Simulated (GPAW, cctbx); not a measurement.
# ScW: what bonding does to one electron reflection, worked out

ScW, Cmcm (no. 63), a = 2.8147 Å, b = 11.5850 Å, c = 4.6264 Å, α = 90.00°, β = 90.00°, γ = 90.00°.

| atom | mult. | x | y | z |
| --- | --- | --- | --- | --- |
| W1 | 4 | 0 | 0.5612 | 3/4 |
| Sc1 | 4 | 0 | 0.8242 | 3/4 |

The start was made by putting kin elements into a known structure type; the compound need not exist, or be stable, in this form.

A DFT run (GPAW, PBE, 450 eV, 8×5×8 k-points (along the axes of the calculation cell), Fermi–Dirac width 0.1 eV) gives the static X-ray structure factor of 040 as 10.061 e for the conventional cell; superposed free atoms give 9.727 e. **Problem.** Find the Fourier component V of the crystal potential and the two-beam extinction distance at 80 kV in both cases, then the holographic phase shift per nanometre.

### 1. Geometry

The cell volume is Ω = 150.86 Å³ and d(040) = 2.8963 Å, so g = 1/d = 0.3453 Å⁻¹.

### 2. The nuclei

Electrons feel nuclei as well as electrons, so the nuclear charges are summed with the same phases.

Phase sums Σ exp(2πi h·x), turned so that the total is real and positive: W -0.136, Sc +1.160. Then F_Z = 74 × (-0.136) + 21 × (+1.160) = 14.30 e. The electron term has the same sign for this reflection.

### 3. Mott–Bethe

Poisson's equation, term by term, gives V = (e/4πε₀)(F_Z − F)/(πΩg²), with e/4πε₀ = 14.3996 V Å.

The prefactor is 14.3996 × 2.8963²/(π × 150.86) = 0.25487 V per electron. Free atoms: (14.30 − 9.727) × 0.25487 = 1.165 V. Crystal: (14.30 − 10.061) × 0.25487 = 1.080 V. F changes by +3.43 % and V by -7.3 %: the same 0.33 e is measured against F_Z − F = 4.6 e in place of F = 9.7 e.

### 4. Extinction distance

In the two-beam case ξ = 1/(λU) with U = 2γm₀eV/h², that is ξ = 150.41 V Å²/(γλV).

At 80 kV, λ = 0.04176 Å and γ = 1.1566. Free atoms: ξ = 2673 Å. Crystal: ξ = 2883 Å. The thickness fringes go as sin²(πt/ξ), so the two patterns slip by a quarter of a period when t|1/ξ₁ − 1/ξ₀| = 1/4, at t ≈ 915 nm, thicker than usual samples. Thermal motion, absorption and many-beam coupling, left out here, change a real pattern.

### 5. Phase shift

A slab run (normal [010], unrelaxed) gives a mean inner potential of 21.67 V; free atoms give 26.83 V. The phase shift is φ = C_E V₀ t, with C_E = (2π/λE)(E + m₀c²)/(E + 2m₀c²).

C_E = 10.087 × 10⁻³ rad/(V nm). The shift is 0.2186 rad/nm in the crystal and 0.2706 rad/nm for free atoms. A sample 50 nm thick gives φ = 10.93 rad; read with the free-atom value it would seem 40.4 nm thick.

### 6. Answer

V(040) is 1.08 V against 1.17 V, and ξ is 2883 against 2673 Å. The phase shift is 0.219 rad/nm, and free atoms would misjudge a thickness by -19 %. Limits: static atoms, two beams.
